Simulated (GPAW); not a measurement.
# Collinear magnetic orders of Fe2 on W4 110 with GPAW

Wanted: the moments of Fe2 on W4 110 and the energy of each order that was tried.

Calculated with GPAW 26.7.0; PBE; plane waves with GPAW's PAW setups, scalar-relativistic.

Report form: inputs, costs, results and the conclusion, without the logs.

## 1. The structure

The cell holds 6 atoms: 4 W and 2 Fe. Cell: a = 2.741 Å, b = 2.741 Å, c = 22.331 Å, α = 90.0°, β = 90.0°, γ = 109.5°. ideal sites on the substrate's mesh, layer spacings from atomic volumes, unrelaxed, 12 A of vacuum. Vacuum lies along c.

Coordinates:

```
W Fe
1.0
     1.58250   -2.23799    0.00000
     1.58250    2.23799    0.00000
     0.00000    0.00000   22.33070
W Fe
4 2
Direct
  0.00000 0.00000 0.26869
  0.50000 0.50000 0.36889
  0.00000 0.00000 0.46910
  0.50000 0.50000 0.56931
  0.00000 0.00000 0.65671
  0.50000 0.50000 0.73131
```

## 2. Start 1: ferro ++

Parallel moments need no larger cell; this start tests for a ferromagnetic state only.

Input file order1.py:

```python
import json
import numpy as np
from ase import Atoms
from ase.parallel import paropen, parprint
from gpaw import GPAW

atoms = Atoms(['W', 'W', 'W', 'W', 'Fe', 'Fe'],
    cell=[[1.5825, -2.237993, 0.0],
         [1.5825, 2.237993, 0.0],
         [0.0, 0.0, 22.3307]],
    scaled_positions=[[0.0, 0.0, 0.268688],
         [0.5, 0.5, 0.368894],
         [0.0, 0.0, 0.4691],
         [0.5, 0.5, 0.569307],
         [0.0, 0.0, 0.65671],
         [0.5, 0.5, 0.731312]],
    pbc=True,
    magmoms=[0.0, 0.0, 0.0, 0.0, 2.6, 2.6])
atoms.calc = GPAW(mode={'name': 'pw', 'ecut': 450},
    xc='PBE',
    kpts={'size': (18, 18, 1), 'gamma': True},
    occupations={'name': 'fermi-dirac', 'width': 0.05},
    convergence={'density': 1e-05, 'energy': 1e-05},
    maxiter=250,
    mixer={'name': 'pulay', 'beta': 0.03, 'nmaxold': 8, 'weight': 100},
    symmetry={'tolerance': 1e-4},
    txt='order1.txt')
e = atoms.get_potential_energy(force_consistent=True)
res = {'free_energy': e, 'energy_sigma0': atoms.get_potential_energy(), 'fermi_energy': atoms.calc.get_fermi_level()}
res['moments'] = atoms.get_magnetic_moments().tolist()
res['total'] = atoms.get_magnetic_moment()
parprint('site moments (muB):', np.round(res['moments'], 3))
parprint(f"total moment: {res['total']:.3f} muB")
parprint(f'free energy: {e:.6f} eV')
atoms.calc.write('order1.gpw')
with paropen('results.json', 'w') as f:
    json.dump(res, f)
```

Started as:

```bash
OMP_NUM_THREADS=1 mpirun -n 4 gpaw python order1.py > order1.log
```

Wall time 9 min (4 MPI ranks of Arm Neoverse V1, shared host); peak memory 1.4 GiB.

Spin moment in the augmentation sphere by atom:

| atom | spin moment in the augmentation sphere (μB) |
| --- | --- |
| W1 | 0.01 |
| W2 | 0.00 |
| W3 | 0.01 |
| W4 | -0.09 |
| Fe5 | 2.10 |
| Fe6 | 2.81 |

Numbers from this step:

```
magnetization : 4.914 μB
final state   : ferromagnetic
```

After 49 cycles the largest moment stands at 2.81 μB.

## 3. Run 2 (antiferro +-)

Reversing part of the moments tests the sign of the couplings between them.

order2.py is the script of step 2 with these lines changed:

```diff
@@ -17,3 +17,3 @@
     pbc=True,
-    magmoms=[0.0, 0.0, 0.0, 0.0, 2.6, 2.6])
+    magmoms=[0.0, 0.0, 0.0, 0.0, 2.6, -2.6])
 atoms.calc = GPAW(mode={'name': 'pw', 'ecut': 450},
@@ -26,3 +26,3 @@
     symmetry={'tolerance': 1e-4},
-    txt='order1.txt')
+    txt='order2.txt')
 e = atoms.get_potential_energy(force_consistent=True)
@@ -34,3 +34,3 @@
 parprint(f'free energy: {e:.6f} eV')
-atoms.calc.write('order1.gpw')
+atoms.calc.write('order2.gpw')
 with paropen('results.json', 'w') as f:
```

Started as:

```bash
OMP_NUM_THREADS=1 mpirun -n 4 gpaw python order2.py > order2.log
```

Elapsed: 12 min, on 4 MPI ranks; peak memory 1.4 GiB.

Spin moment in the augmentation sphere by atom:

| atom | spin moment in the augmentation sphere (μB) |
| --- | --- |
| W1 | -0.01 |
| W2 | 0.00 |
| W3 | -0.01 |
| W4 | -0.06 |
| Fe5 | 1.41 |
| Fe6 | -2.71 |

Read from the output:

* magnetization: -1.524 μB
* final state: ferrimagnetic

It lies 249 meV a seeded atom over the first start, and its largest moment is 2.71 μB against 2.81 μB.

## 4. Order 3, typed as no spin polarisation

A run without seeds gives the zero against which the gain from the moments is read.

nospin.py is the script of step 3 with these lines changed:

```diff
@@ -16,4 +16,3 @@
          [0.5, 0.5, 0.731312]],
-    pbc=True,
-    magmoms=[0.0, 0.0, 0.0, 0.0, 2.6, -2.6])
+    pbc=True)
 atoms.calc = GPAW(mode={'name': 'pw', 'ecut': 450},
@@ -26,11 +25,7 @@
     symmetry={'tolerance': 1e-4},
-    txt='order2.txt')
+    txt='nospin.txt')
 e = atoms.get_potential_energy(force_consistent=True)
 res = {'free_energy': e, 'energy_sigma0': atoms.get_potential_energy(), 'fermi_energy': atoms.calc.get_fermi_level()}
-res['moments'] = atoms.get_magnetic_moments().tolist()
-res['total'] = atoms.get_magnetic_moment()
-parprint('site moments (muB):', np.round(res['moments'], 3))
-parprint(f"total moment: {res['total']:.3f} muB")
 parprint(f'free energy: {e:.6f} eV')
-atoms.calc.write('order2.gpw')
+atoms.calc.write('nospin.gpw')
 with paropen('results.json', 'w') as f:
```

Started as:

```bash
OMP_NUM_THREADS=1 mpirun -n 4 gpaw python nospin.py > nospin.log
```

Wall time 3.6 min (4 MPI ranks); peak memory 1.1 GiB.

This step gave:

- final state: non-magnetic (no spin polarisation)

It lies 646 meV a seeded atom over the first start.

## 5. The states side by side

Energies are divided by the number of seeded atoms, so that cells of unlike size compare.

Orders:

| start | final state | typed order kept | energy over the lowest (meV a seeded atom) | largest site moment (μB) | net moment (μB a primitive cell) | mesh matched | CPU time (s) |
| --- | --- | --- | --- | --- | --- | --- | --- |
| ferro ++ | ferromagnetic | yes | 0 | 2.809 | 4.914 | yes | 2155 |
| antiferro +- | ferrimagnetic | yes | 249.1 | 2.707 | 1.524 | yes | 2889 |
| no spin polarisation | non-magnetic | - | 645.8 | 0 | 0 | yes | 853 |

## 6. Outcome

| Quantity | Value |
| --- | --- |
| lowest state found | ferromagnetic (typed ferro ++) |
| largest site moment | 2.81 μB |
| next state | ferrimagnetic, 249 meV a seeded atom higher |
| energy gained by spin polarisation | 646 meV a seeded atom |

What this shows: The lowest state found is ferromagnetic, reached from the start ferro ++, with moments up to 2.81 μB. The next state costs 249 meV a seeded atom. Only 3 starts were tried; other collinear patterns, canted and longer-period orders were not.

[Long decimals in the printed logs are rounded to 6 places.]

[Logs and program files are shortened in this print: banners, set-up blocks, solver, clock and traceback lines can be left out without a mark of their own.]

[Logs are printed without paths, hosts, clocks, repeated set-up lines and the standing remarks that a program may print on its own settings, such as how far it seeks lower states.]

[Hosts, paths, dates, database ids (printed as entryN), source tags and the programs' standing remarks are cut or masked in the printed files.]

[Where the starting crystal was built by hand or by swapping elements, it need not be the compound's stable phase.]

[Where a cell is said to come from a database of computed structures, the database is the Materials Project.]

[Runs that the program refused, that were killed for memory or that had too few empty states are not shown or counted.]

[Lattice constants of own cells that a recipe calls measured were typed without a cited source.]
